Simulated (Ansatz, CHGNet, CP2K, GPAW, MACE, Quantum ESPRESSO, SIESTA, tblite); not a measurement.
# CP2K runs on random packing of Na51Sb49 (at. %) (68 atoms), part 2 of 3

Aim: run random packing of Na51Sb49 (at. %) (68 atoms) in CP2K and see how near its forces come to a plane-wave reference, and at what cost.

Program: CP2K 2026.2; the method stands at each step. Banners, paths, timers and routine set-up lines are dropped from the logs unmarked, and long logs keep their key lines alone; longer cuts are marked.

So far. Step 2 (PBE, DZVP-MOLOPT-SR, 1200/60 Ry, diagonalisation): Forces lie 19 % from the reference's, at 3.7 times its CPU time (on 2 against 4 cores). Step 3 (PBE, SZV-MOLOPT-SR, 1200/60 Ry, diagonalisation): Against the first run (19 %), the force difference from the reference is 38 %, at 0.95 times the CPU time, with 307 basis functions against 744: the smaller basis costs accuracy.

### 4. PBE, DZVP-UZH, 1200/60 Ry, diagonalisation

Method: Kohn-Sham DFT, PBE, GTH-PBE pseudopotentials, Gaussian and plane waves, DZVP-MOLOPT (UZH set), diagonalisation.

File input.inp:

```
&GLOBAL
  PROJECT cell
  RUN_TYPE ENERGY_FORCE
  PRINT_LEVEL LOW
&END GLOBAL
&FORCE_EVAL
  METHOD QS
  STRESS_TENSOR ANALYTICAL
  &DFT
    BASIS_SET_FILE_NAME BASIS_MOLOPT_UZH
    POTENTIAL_FILE_NAME POTENTIAL_UZH
    &MGRID
      CUTOFF 1200
      REL_CUTOFF 60
      NGRIDS 5
    &END MGRID
    &QS
      EPS_DEFAULT 1.0E-12
    &END QS
    &SCF
      SCF_GUESS ATOMIC
      EPS_SCF 5.0E-06
      MAX_SCF 200
      ADDED_MOS 41
      &DIAGONALIZATION
        ALGORITHM STANDARD
      &END DIAGONALIZATION
      &SMEAR ON
        METHOD FERMI_DIRAC
        ELECTRONIC_TEMPERATURE [K] 580
      &END SMEAR
      &MIXING
        METHOD BROYDEN_MIXING
        ALPHA 0.15
        NBROYDEN 12
      &END MIXING
      &PRINT
        &RESTART OFF
        &END RESTART
      &END PRINT
    &END SCF
    &XC
      &XC_FUNCTIONAL PBE
      &END XC_FUNCTIONAL
    &END XC
    &PRINT
      &MULLIKEN ON
      &END MULLIKEN
      &HIRSHFELD ON
        SHAPE_FUNCTION DENSITY
      &END HIRSHFELD
      &MO ON
        EIGENVALUES T
        OCCUPATION_NUMBERS T
        MO_INDEX_RANGE 229 252
        &EACH
          QS_SCF 0
        &END EACH
        ADD_LAST NUMERIC
      &END MO
    &END PRINT
  &END DFT
  &SUBSYS
    &CELL
      A 12.65230 0.00000 0.00000
      B 0.00000 12.65230 0.00000
      C 0.00000 0.00000 12.65230
    &END CELL
    &COORD
      SCALED
[... 68 atom lines left out: the same atoms as in the first run ...]
    &END COORD
    &KIND Na
      BASIS_SET DZVP-MOLOPT-PBE-GTH-q9
      POTENTIAL GTH-PBE-q9
    &END KIND
    &KIND Sb
      BASIS_SET DZVP-MOLOPT-PBE-GTH-q5
      POTENTIAL GTH-PBE-q5
    &END KIND
  &END SUBSYS
  &PRINT
    &FORCES ON
    &END FORCES
    &STRESS_TENSOR ON
    &END STRESS_TENSOR
  &END PRINT
&END FORCE_EVAL
```

On the command line:

```
$ OMP_NUM_THREADS=2 cp2k.psmp -i input.inp > output.txt
```

Numbers of over 12 decimals in the logs are rounded to 6 here.

What it wrote:

```text
CP2K| version string:                                       CP2K version 2026.2
 CP2K| Input file name                                                 input.inp
 GLOBAL| Basis set file name                                    BASIS_MOLOPT_UZH
 GLOBAL| Potential file name                                       POTENTIAL_UZH
 GLOBAL| Run type                                                   ENERGY_FORCE
 GLOBAL| Total number of message passing processes                             1
 GLOBAL| Number of threads for this process                                    2
[... lines left out ...]
                        Smear method:                                FERMI_DIRAC
[... lines left out ...]
 Number of electrons:                                                        480
[... lines left out ...]
  Step     Update method      Time    Convergence         Total energy    Change
[... lines left out ...]
  *** SCF run converged in    19 steps ***
[... lines left out ...]
  Fermi energy:                                                 0.128479
  Total energy:                                             -1859.431238
  Total energy (extrapolated to T->0):                      -1859.426013
[... lines left out ...]
 MO| E(Fermi):            0.128479 a.u.          3.496094 eV
[... lines left out ...]
     68       Sb     2       5.000          5.198                        -0.198
  Total Charge                                                           -0.000
 !-----------------------------------------------------------------------------!
 ENERGY| Total FORCE_EVAL ( QS ) energy [hartree]          -1859.431184
 FORCES| Atomic forces [hartree/bohr]
 FORCES|   Atom     x               y               z               |f|
 FORCES|      1 -6.94099616E-03 -1.37078788E-02  8.17669034E-03   1.74052186E-02
 FORCES|      2  6.34195300E-03 -6.06861055E-03 -2.62784292E-02   2.77056717E-02
 FORCES|      3  8.74999224E-03 -1.32419211E-02  1.04618936E-03   1.59061419E-02
[...]
FORCES|     67 -1.43906699E-02 -1.32219743E-02  1.30921040E-02   2.35226522E-02
 FORCES|     68 -3.24795179E-03  7.13641205E-04 -9.51078296E-03   1.00753892E-02
 FORCES| Sum    -2.18728329E-02  3.03759955E-02 -5.16850091E-03
 FORCES| Total atomic force                                       3.77867083E-02
 STRESS| Analytical stress tensor [bar]
 STRESS|                        x                   y                   z
 STRESS|      x        5.06440560626E+04   8.19909476586E+03   1.57047846775E+03
 STRESS|      y        8.19909476586E+03   5.68612363526E+04  -1.39000156505E+03
 STRESS|      z        1.57047846775E+03  -1.39000156505E+03   5.36398177473E+04
 STRESS| 1/3 Trace                                             5.37150367208E+04
```

Run time: 6.2 min. Hardware: 2 threads of Arm Neoverse V1, shared host; peak memory 15 GiB.

Compared with the plane-wave run:

| Item | Value |
| --- | --- |
| r.m.s. force component | 0.7871 eV/Å |
| r.m.s. difference of force components | 146.8 meV/Å |
| longest difference of force vectors | 443 meV/Å |
| force difference over r.m.s. force | 20.31 % |
| slope of forces against the reference's | 1.072 |
| correlation of force components | 0.9847 |
| pressure | 5.372 GPa |
| pressure difference | 0.8331 GPa |

Against the first run (19 %), the force difference from the reference is 20 %, at 0.95 times the CPU time, with 744 basis functions against 744; this set comes with other potentials too, so the change isn't the basis's alone.

The forces add up to 1.9 eV/Å instead of zero, usually a sign of too coarse a grid.

### 5. PBE, DZVP-MOLOPT-SR, 600/60 Ry, diagonalisation

Method: Kohn-Sham DFT, PBE, GTH-PBE pseudopotentials, Gaussian and plane waves, DZVP-MOLOPT-SR-GTH, diagonalisation.

Edit input.inp of step 4 so:

```diff
@@ -9,6 +9,6 @@
   &DFT
-    BASIS_SET_FILE_NAME BASIS_MOLOPT_UZH
-    POTENTIAL_FILE_NAME POTENTIAL_UZH
+    BASIS_SET_FILE_NAME BASIS_MOLOPT
+    POTENTIAL_FILE_NAME GTH_POTENTIALS
     &MGRID
-      CUTOFF 1200
+      CUTOFF 600
       REL_CUTOFF 60
@@ -73,3 +73,3 @@
     &KIND Na
-      BASIS_SET DZVP-MOLOPT-PBE-GTH-q9
+      BASIS_SET DZVP-MOLOPT-SR-GTH-q9
       POTENTIAL GTH-PBE-q9
@@ -77,3 +77,3 @@
     &KIND Sb
-      BASIS_SET DZVP-MOLOPT-PBE-GTH-q5
+      BASIS_SET DZVP-MOLOPT-SR-GTH-q5
       POTENTIAL GTH-PBE-q5
```

What it wrote:

```text
CP2K| version string:                                       CP2K version 2026.2
 CP2K| Input file name                                                 input.inp
 GLOBAL| Basis set file name                                        BASIS_MOLOPT
 GLOBAL| Potential file name                                      GTH_POTENTIALS
 GLOBAL| Run type                                                   ENERGY_FORCE
 GLOBAL| Total number of message passing processes                             1
 GLOBAL| Number of threads for this process                                    2
[... lines left out ...]
                        Smear method:                                FERMI_DIRAC
[... lines left out ...]
 Number of electrons:                                                        480
[... lines left out ...]
  Step     Update method      Time    Convergence         Total energy    Change
[... lines left out ...]
  *** SCF run converged in    19 steps ***
[... lines left out ...]
  Fermi energy:                                                 0.130097
  Total energy:                                             -1855.966166
  Total energy (extrapolated to T->0):                      -1855.960867
[... lines left out ...]
 MO| E(Fermi):            0.130097 a.u.          3.540130 eV
[... lines left out ...]
     68       Sb     2       5.000          5.154                        -0.154
  Total Charge                                                           -0.000
 !-----------------------------------------------------------------------------!
 ENERGY| Total FORCE_EVAL ( QS ) energy [hartree]          -1855.966102
 FORCES| Atomic forces [hartree/bohr]
 FORCES|   Atom     x               y               z               |f|
 FORCES|      1  1.89280662E-02 -2.30746921E-03  1.46769845E-02   2.40626262E-02
 FORCES|      2 -8.30906840E-03 -1.85499806E-02 -1.61726657E-02   2.59749402E-02
 FORCES|      3  1.53178543E-02 -3.38768188E-03  1.19856408E-02   1.97425590E-02
[...]
FORCES|     67 -1.36907751E-02 -1.28264440E-02  1.31255136E-02   2.28961590E-02
 FORCES|     68 -3.62240177E-03  4.95926350E-04 -9.45490807E-03   1.01372099E-02
 FORCES| Sum    -5.02820537E-03 -5.90242312E-02  2.40128708E-01
 FORCES| Total atomic force                                       2.47327595E-01
 STRESS| Analytical stress tensor [bar]
 STRESS|                        x                   y                   z
 STRESS|      x        4.74250517697E+04   8.29121596591E+03   1.53344341387E+03
 STRESS|      y        8.29121596591E+03   5.33921428004E+04  -1.40445682342E+03
 STRESS|      z        1.53344341387E+03  -1.40445682342E+03   5.02485806999E+04
 STRESS| 1/3 Trace                                             5.03552584233E+04
```

Wall time 3 min (2 threads); peak memory 5.7 GiB.

Against the reference:

```
r.m.s. force component                          : 0.9001 eV/Å
r.m.s. difference of force components           : 474.1 meV/Å
longest difference of force vectors             : 1522 meV/Å
force difference over r.m.s. force              : 65.58 %
slope of forces against the reference's         : 1.06
correlation of force components                 : 0.8524
pressure                                        : 5.035 GPa
pressure difference                             : 0.4971 GPa
energy less the same-level run's                : -16.96 meV/atom
r.m.s. force difference from the same-level run : 483.8 meV/Å
```

This is a coarse setting, run to see what it loses.

Against the first run (19 %), the force difference from the reference is 66 %, at 0.48 times the CPU time: the grid matters here.

The difference per atom is largest on Na (1.1 eV/Å on average, against 0.15 on Sb). The forces add up to 13 eV/Å instead of zero, usually a sign of too coarse a grid.

### 6. PBE, DZVP-MOLOPT-SR, 1200/30 Ry, diagonalisation

Method: Kohn-Sham DFT, PBE, GTH-PBE pseudopotentials, Gaussian and plane waves, DZVP-MOLOPT-SR-GTH, diagonalisation.

Edit input.inp of step 5 so:

```diff
@@ -12,4 +12,4 @@
     &MGRID
-      CUTOFF 600
-      REL_CUTOFF 60
+      CUTOFF 1200
+      REL_CUTOFF 30
       NGRIDS 5
@@ -68,6 +68,6 @@
     &END CELL
-    &COORD
-      SCALED
-[... 68 atom lines left out: the same atoms as in the first run ...]
-    &END COORD
+    &TOPOLOGY
+      COORD_FILE_NAME structure.xyz
+      COORD_FILE_FORMAT XYZ
+    &END TOPOLOGY
     &KIND Na
```

File structure.xyz:

```xyz
68

Na 7.55469 0.71359 12.36535
Na 11.62202 1.73779 8.82194
Na 11.46260 8.30054 4.74221
Na 1.87393 1.20602 11.38505
Na 9.13724 6.08386 0.67905
Na 7.31290 6.30742 5.70948
Na 8.29700 11.77954 9.79389
Na 12.63408 12.26058 6.77948
Na 6.39232 7.63288 12.32435
Na 1.21437 9.71254 3.46496
Na 4.10732 9.82160 1.79789
Na 10.94690 9.59184 8.93872
Na 8.87508 11.83420 2.02007
Na 6.53365 3.25607 11.05356
Na 3.48330 3.88818 11.38985
Na 11.64935 2.06410 4.16084
Na 4.81913 7.06846 9.41989
Na 1.93504 10.31820 8.07723
Na 6.00605 2.40710 3.71370
Na 10.09869 4.17197 9.67496
[... 44 atom lines left out ...]
Sb 0.78710 3.04756 6.39624
Sb 6.60754 8.32686 2.56994
Sb 5.21047 2.18062 0.83012
Sb 2.87637 0.39943 8.67252
```

What it wrote:

```text
CP2K| version string:                                       CP2K version 2026.2
 CP2K| Input file name                                                 input.inp
 GLOBAL| Basis set file name                                        BASIS_MOLOPT
 GLOBAL| Potential file name                                      GTH_POTENTIALS
 GLOBAL| Run type                                                   ENERGY_FORCE
 GLOBAL| Total number of message passing processes                             1
 GLOBAL| Number of threads for this process                                    2
[... lines left out ...]
                        Smear method:                                FERMI_DIRAC
[... lines left out ...]
 Number of electrons:                                                        480
[... lines left out ...]
  Step     Update method      Time    Convergence         Total energy    Change
[... lines left out ...]
  *** SCF run converged in    19 steps ***
[... lines left out ...]
  Fermi energy:                                                 0.130347
  Total energy:                                             -1855.927852
  Total energy (extrapolated to T->0):                      -1855.922552
[... lines left out ...]
 MO| E(Fermi):            0.130347 a.u.          3.546923 eV
[... lines left out ...]
     68       Sb     2       5.000          5.155                        -0.155
  Total Charge                                                           -0.000
 !-----------------------------------------------------------------------------!
 ENERGY| Total FORCE_EVAL ( QS ) energy [hartree]          -1855.927785
 FORCES| Atomic forces [hartree/bohr]
 FORCES|   Atom     x               y               z               |f|
 FORCES|      1 -5.44965556E-03 -1.24466600E-02  7.14893256E-03   1.53533490E-02
 FORCES|      2  5.66756583E-03 -4.85404141E-03 -2.53068293E-02   2.63840602E-02
 FORCES|      3  8.06031885E-03 -1.20342675E-02  1.62498145E-03   1.45750780E-02
[...]
FORCES|     67 -1.36883732E-02 -1.28661574E-02  1.32024778E-02   2.29611625E-02
 FORCES|     68 -3.72544342E-03  5.30220888E-04 -9.48181969E-03   1.02012238E-02
 FORCES| Sum    -1.94098061E-02  2.69219265E-02 -9.38085870E-03
 FORCES| Total atomic force                                       3.44895812E-02
 STRESS| Analytical stress tensor [bar]
 STRESS|                        x                   y                   z
 STRESS|      x        4.62744597716E+04   8.29354292443E+03   1.52374392013E+03
 STRESS|      y        8.29354292443E+03   5.23643030207E+04  -1.42261790001E+03
 STRESS|      z        1.52374392013E+03  -1.42261790001E+03   4.90806890892E+04
 STRESS| 1/3 Trace                                             4.92398172938E+04
```

Run time: 5.6 min. Hardware: 2 threads; peak memory 15 GiB; 9.3 min of CPU time.

Numbers from this run, and their distance from the reference:

```
r.m.s. force component                          : 0.7835 eV/Å
r.m.s. difference of force components           : 137.3 meV/Å
longest difference of force vectors             : 386.2 meV/Å
force difference over r.m.s. force              : 18.99 %
slope of forces against the reference's         : 1.069
correlation of force components                 : 0.9866
pressure                                        : 4.924 GPa
pressure difference                             : 0.3856 GPa
energy less the same-level run's                : -1.629 meV/atom
r.m.s. force difference from the same-level run : 15.96 meV/Å
```

This is a coarse setting, run to see what it loses.

Against the first run (19 %), the force difference from the reference is 19 %, at 0.85 times the CPU time: the change moves forces by 16 meV/Å r.m.s., so most of the difference comes from elsewhere.

The forces add up to 1.8 eV/Å instead of zero, usually a sign of too coarse a grid.

### 7. BLYP, DZVP-MOLOPT-SR, 1200/60 Ry, diagonalisation

Method: Kohn-Sham DFT, BLYP, GTH-BLYP pseudopotentials, Gaussian and plane waves, DZVP-MOLOPT-SR-GTH, diagonalisation.

Edit input.inp of step 6 so:

```diff
@@ -13,3 +13,3 @@
       CUTOFF 1200
-      REL_CUTOFF 30
+      REL_CUTOFF 60
       NGRIDS 5
@@ -42,3 +42,3 @@
     &XC
-      &XC_FUNCTIONAL PBE
+      &XC_FUNCTIONAL BLYP
       &END XC_FUNCTIONAL
@@ -74,3 +74,3 @@
       BASIS_SET DZVP-MOLOPT-SR-GTH-q9
-      POTENTIAL GTH-PBE-q9
+      POTENTIAL GTH-BLYP-q9
     &END KIND
@@ -78,3 +78,3 @@
       BASIS_SET DZVP-MOLOPT-SR-GTH-q5
-      POTENTIAL GTH-PBE-q5
+      POTENTIAL GTH-BLYP-q5
     &END KIND
```

structure.xyz is that of step 6.

What it wrote:

```text
CP2K| version string:                                       CP2K version 2026.2
 CP2K| Input file name                                                 input.inp
 GLOBAL| Basis set file name                                        BASIS_MOLOPT
 GLOBAL| Potential file name                                      GTH_POTENTIALS
 GLOBAL| Run type                                                   ENERGY_FORCE
 GLOBAL| Total number of message passing processes                             1
 GLOBAL| Number of threads for this process                                    2
[... lines left out ...]
                        Smear method:                                FERMI_DIRAC
[... lines left out ...]
 Number of electrons:                                                        480
[... lines left out ...]
  Step     Update method      Time    Convergence         Total energy    Change
[... lines left out ...]
  *** SCF run converged in    19 steps ***
[... lines left out ...]
  Fermi energy:                                                 0.145346
  Total energy:                                             -1854.448621
  Total energy (extrapolated to T->0):                      -1854.443332
[... lines left out ...]
 MO| E(Fermi):            0.145346 a.u.          3.955056 eV
[... lines left out ...]
     68       Sb     2       5.000          5.177                        -0.177
  Total Charge                                                           -0.000
 !-----------------------------------------------------------------------------!
 ENERGY| Total FORCE_EVAL ( QS ) energy [hartree]          -1854.448488
 FORCES| Atomic forces [hartree/bohr]
 FORCES|   Atom     x               y               z               |f|
 FORCES|      1  1.17253420E-02  5.42004696E-03 -2.53995738E-03   1.31647992E-02
 FORCES|      2  8.20567430E-03  6.65910515E-03  9.51748520E-03   1.42217895E-02
 FORCES|      3 -1.06522614E-03 -5.50401933E-03  1.02873960E-02   1.17157779E-02
[...]
FORCES|     67 -1.05920429E-02 -1.41872703E-02  1.18488837E-02   2.13041324E-02
 FORCES|     68 -5.58307239E-03 -2.68912748E-03 -7.99879691E-03   1.01184414E-02
 FORCES| Sum     1.67058577E-02 -5.38322693E-02  4.56814226E-03
 FORCES| Total atomic force                                       5.65496846E-02
 STRESS| Analytical stress tensor [bar]
 STRESS|                        x                   y                   z
 STRESS|      x        5.73299967109E+04   8.13787846410E+03   1.72436209377E+03
 STRESS|      y        8.13787846410E+03   6.27220526417E+04  -1.33541104424E+03
 STRESS|      z        1.72436209377E+03  -1.33541104424E+03   5.92121688250E+04
 STRESS| 1/3 Trace                                             5.97547393925E+04
```

The job ended after 5.8 min (2 threads; peak memory 15 GiB; 9.7 min of CPU time).

Compared with the plane-wave run:

| Property | Result |
| --- | --- |
| r.m.s. force component | 0.8104 eV/Å |
| r.m.s. difference of force components | 321.5 meV/Å |
| longest difference of force vectors | 2191 meV/Å |
| force difference over r.m.s. force | 44.47 % |
| slope of forces against the reference's | 1.029 |
| correlation of force components | 0.9183 |
| pressure | 5.976 GPa |
| pressure difference | 1.437 GPa |

Against the first run (19 %), the force difference from the reference is 44 %, at 0.88 times the CPU time; the model has changed, so this is no error of the program alone.

The difference per atom is largest on Na (0.54 eV/Å on average, against 0.20 on Sb). The forces add up to 2.9 eV/Å instead of zero, usually a sign of too coarse a grid.

(Part 2 of 3 ends here.)

[Also dropped from logs without a mark: logging warnings of Python, and SIESTA's first energy breakdown and zero terms.]

[Logs are printed without paths, hosts, clocks, repeated set-up lines and the standing remarks that a program may print on its own settings, such as how far it seeks lower states.]

[Hosts, paths, dates, database ids (printed as entryN), source tags and the programs' standing remarks are cut or masked in the printed files.]
